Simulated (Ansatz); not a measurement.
# How many bands does the GW gap of SiC (P6_3mc) need?, part 2 of 2

Aim: see how the G0W0 gap of SiC (P6_3mc) on PBE moves with empty bands and screening cutoff, and what each rung costs.

Ansatz 0.2.0; G0W0 on PBE, plane waves, PAW; PAW set soft_1. Known limits of the many-body steps: not at the basis limit; coarse k mesh.

So far. Step 4 (265 empty bands, screening to 200 eV): Against the run with 6×6×4 mesh, 123 empty bands, screening to 120 eV, PAW set soft_1 files, the gap moves by +0.16 eV. Step 5 (Changing the k mesh: 6×6×2 mesh, 123 empty bands …): Against the run with 6×6×4 mesh, 123 empty bands, screening to 120 eV, PAW set soft_1 files, the gap moves by +0.010 eV.

**6. Changing the frequency model: 6×6×4 mesh, 123 empty bands, screening to 120 eV, plasmon pole, PAW set soft_1 files**

A plasmon pole stands in for the full frequency dependence of the screening; this run shows what that costs in accuracy.

File input.yaml:

```yaml
crystal:
  lattice:
    - [3.0735139282, 0.0, 0.0]
    - [-1.5367569641, 2.6617411407, 0.0]
    - [0.0, 0.0, 5.04524771]
  atoms:
    - { symbol: Si, position: [0.33333333, 0.66666667, 0.4996024] }
    - { symbol: Si, position: [0.66666667, 0.33333333, 0.9996024] }
    - { symbol: C, position: [0.33333333, 0.66666667, 0.8753976] }
    - { symbol: C, position: [0.66666667, 0.33333333, 0.3753976] }
kpoints:
  mp_grid: { grid: [6, 6, 4] }
hamiltonian:
  xc: pbe
  pseudopotentials: { kind: paw, azcp: { folder: soft_1 } }
scf:
  occupations: { method: fixed }
gw:
  n_empty_bands: 123
  ecut_chi: 120
  qp_bands: [v2, c2]
  qp_kpoints: band_edges
  screening: { model: godby_needs }
```

Launch:

```sh
> ansatz run input.yaml --threads 3 --pin off --max-ram 92160MiB --backend cuda --events-out ev --progress --plain --runs-dir out --devices 1 --max-vram 13GiB
```

Numbers of over 12 decimals in the logs are rounded to 6 here.

The program printed:

```text
GPUs: using 1 of 1 available (devices: 1).
[...]
GPU FFT provider: cuFFT
GPU libraries: cuBLAS 13.8.2, cuFFT 12.4.0, cuSOLVER 12.3.4
Crystal: 4 atoms, lattice volume = 41.275 Å³
Basis set: ecut = 420 eV, 785 PW (Γ)
Bands: 12, of which v1, the nominal top of the filled ones, is band 8 counted from 1 (7 counted from 0)
Symmetry: 12 space group operations
[...]
k-points: 21 of 144 (time reversal used)
[...]
1    10     16.4636    -7.6536    -5.0335   -13.3398  0.8096    17.1188    17.1163  root
[...]
20     7      7.9245   -18.6496     2.5940   -15.4976  0.7906     7.3648     7.3666  root
    20     8      7.9245   -18.6496     2.5940   -15.4976  0.7906     7.3648     7.3666  root
    20     9     14.7419    -7.9195    -4.6731   -13.1495  0.8141    15.3005    15.2988  root
    20    10     14.7419    -7.9195    -4.6731   -13.1495  0.8141    15.3005    15.2988  root
[key lines of the parts left out:]
SCF converged after 7 iterations
Free energy (F): -1774.295312 eV
Fermi energy:    9.665993 eV
```

Run time: 18 s. Hardware: 1 × NVIDIA H100 80GB HBM3 (shared by 6 runs) with 3 threads of AMD EPYC 7R13 (Zen 3), shared host; peak memory 1.2 GiB.

This step gave:

```yaml
bands_summed: 131
plasmon_pole_fit_frequency: 23.12 eV
rpa_eps_infinity_on_this_mesh_eigenvalues: 6.819, 6.937, 6.937
plane_waves_in_the_screening_matrix: 135
g0w0_gap_on_the_mesh: 2.941 eV
k_of_the_valence_top: 0, 0, 0
k_of_the_conduction_bottom: 0.3333, 0.3333, 0
starting_gap_on_the_mesh: 2.271 eV
least_direct_g0w0_gap_on_the_computed_points: 4.883 eV
```

Against the run with 6×6×4 mesh, 123 empty bands, screening to 120 eV, PAW set soft_1 files, the gap moves by −0.05 eV.

**7. Changing the files: 6×6×4 mesh, 123 empty bands, screening to 120 eV, hard PAW files**

Other atomic data (hard PAW) test the pseudisation: the cutoff goes from 420 to 820 eV, with the same valence electrons.

This step: G0W0 on PBE, plane waves, PAW.

Edit input.yaml of step 6 so:

```diff
@@ -14,3 +14,3 @@
   xc: pbe
-  pseudopotentials: { kind: paw, azcp: { folder: soft_1 } }
+  pseudopotentials: { kind: paw, source: ansatz }
 scf:
@@ -22,2 +22,2 @@
   qp_kpoints: band_edges
-  screening: { model: godby_needs }
+  screening: { model: contour_deformation }
```

The program printed:

```text
GPUs: using 1 of 1 available (devices: 1).
[...]
GPU FFT provider: cuFFT
GPU libraries: cuBLAS 13.8.2, cuFFT 12.4.0, cuSOLVER 12.3.4
Crystal: 4 atoms, lattice volume = 41.275 Å³
Basis set: ecut = 820 eV, 2201 PW (Γ)
Bands: 12, of which v1, the nominal top of the filled ones, is band 8 counted from 1 (7 counted from 0)
Symmetry: 12 space group operations
[...]
k-points: 21 of 144 (time reversal used)
[...]
1    10     16.4841    -7.5556    -5.1046   -13.2681  0.7988    17.0957    17.0920  root
[...]
20     7      7.9484   -18.6490     2.5352   -15.4984  0.7831     7.3298     7.3330  root
    20     8      7.9484   -18.6490     2.5352   -15.4984  0.7831     7.3298     7.3330  root
    20     9     14.7661    -7.8004    -4.7229   -13.0903  0.8083    15.3355    15.3330  root
    20    10     14.7661    -7.8004    -4.7229   -13.0903  0.8083    15.3355    15.3330  root
[key lines of the parts left out:]
SCF converged after 7 iterations
Free energy (F): -1774.118180 eV
Fermi energy:    9.691367 eV
```

The job ended after 17 s (1 × NVIDIA H100 80GB HBM3 (shared by 6 runs) with 3 threads; peak memory 1.2 GiB; 15 s of CPU time).

This step gave:

| Property | Result |
| --- | --- |
| bands summed | 131 |
| RPA ε∞ on this mesh (eigenvalues) | 6.821, 6.941, 6.941 |
| plane waves in the screening matrix | 135 |
| G0W0 gap on the mesh | 2.986 eV |
| k of the valence top | 0, 0, 0 |
| k of the conduction bottom | 0.3333, 0.3333, 0 |
| starting gap on the mesh | 2.268 eV |
| least direct G0W0 gap on the computed points | 4.945 eV |

Against the run with 6×6×4 mesh, 123 empty bands, screening to 120 eV, PAW set soft_1 files, the gap moves by −0.003 eV.

**8. The runs together**

Times are wall times on 1 × NVIDIA H100 80GB HBM3 (shared by 6 runs) with 3 threads of AMD EPYC 7R13 (Zen 3), shared host, good to a factor of about two.

```
 mesh           files            frequency  bands summed  cutoff (eV)  start (eV)  G0W0 (eV)  time  host memory (GiB)
6×6×4  PAW set soft_1  contour deformation            51           60       2.271      2.696  13 s               0.98
6×6×4  PAW set soft_1  contour deformation           131          120       2.271      2.988  18 s                1.1
6×6×4  PAW set soft_1  contour deformation           273          200       2.271      3.152  13 s                1.3
6×6×2  PAW set soft_1  contour deformation           131          120       2.269      2.999  12 s                1.0
6×6×4  PAW set soft_1         plasmon pole           131          120       2.271      2.941  18 s                1.2
6×6×4        hard PAW  contour deformation           131          120       2.268      2.986  17 s                1.2
```

How the two edges are built up, in eV (the quasiparticle level is the starting level plus Σx plus Σc less Vxc):

| run | edge | start | Σx | Σc | Vxc | Z | QP |
| --- | --- | --- | --- | --- | --- | --- | --- |
| 51 bands | valence top | 9.67 | -18.36 | 2.65 | -15.81 | 0.80 | 9.76 |
| 51 bands | conduction bottom | 11.94 | -6.23 | -3.83 | -10.58 | 0.82 | 12.46 |
| 131 bands | valence top | 9.67 | -18.36 | 2.09 | -15.81 | 0.79 | 9.20 |
| 131 bands | conduction bottom | 11.94 | -6.23 | -4.09 | -10.58 | 0.82 | 12.19 |
| 273 bands | valence top | 9.67 | -18.36 | 1.84 | -15.81 | 0.79 | 8.95 |
| 273 bands | conduction bottom | 11.94 | -6.23 | -4.18 | -10.58 | 0.82 | 12.10 |

**9. Outcome**

- 51 bands, 60 eV: 2.696 eV
- 131 bands, 120 eV: 2.988 eV
- 273 bands, 200 eV: 3.152 eV
- estimated limit in bands and cutoff: 3.30 eV
- mesh and start: 6×6×4, PBE

What this shows: A line in one over the bands through the two highest rungs gives 3.30 eV, +0.15 eV from the top rung; the pair below gives 3.17 eV, so the estimate is still climbing. The rungs stand 0.61 eV (51 bands), 0.31 eV (131 bands) and 0.15 eV (273 bands) from it. From 51 to 273 bands the gap moves by +0.46 eV. Σc changes by −0.81 eV at the valence top and −0.35 eV at the conduction bottom, so the valence edge carries most of the change. On the 6×6×2 mesh in place of 6×6×4 the gap differs by +0.01 eV, of which −0.001 eV is already in the start. The plasmon-pole model gives −0.05 eV against contour deformation, 7 % of the correction, and saved no time in this program. Hard PAW files move the gap by −0.003 eV at equal bands and cutoff, −0.002 eV of it in the start.

[Paths, hosts, dates, memory and timing lines, banners, echoed tables and standing remarks are left out of the program output.]

[Logs are printed without paths, hosts, clocks, repeated set-up lines and the standing remarks that a program may print on its own settings, such as how far it seeks lower states.]

[Runs of the session that timed out or met a known fault of the program may be left out.]

[Cells called generated may have been cut or substituted from an entry of the Crystallography Open Database or the Materials Project.]

[Hosts, paths, dates, database ids (printed as entryN), source tags and the programs' standing remarks are cut or masked in the printed files.]
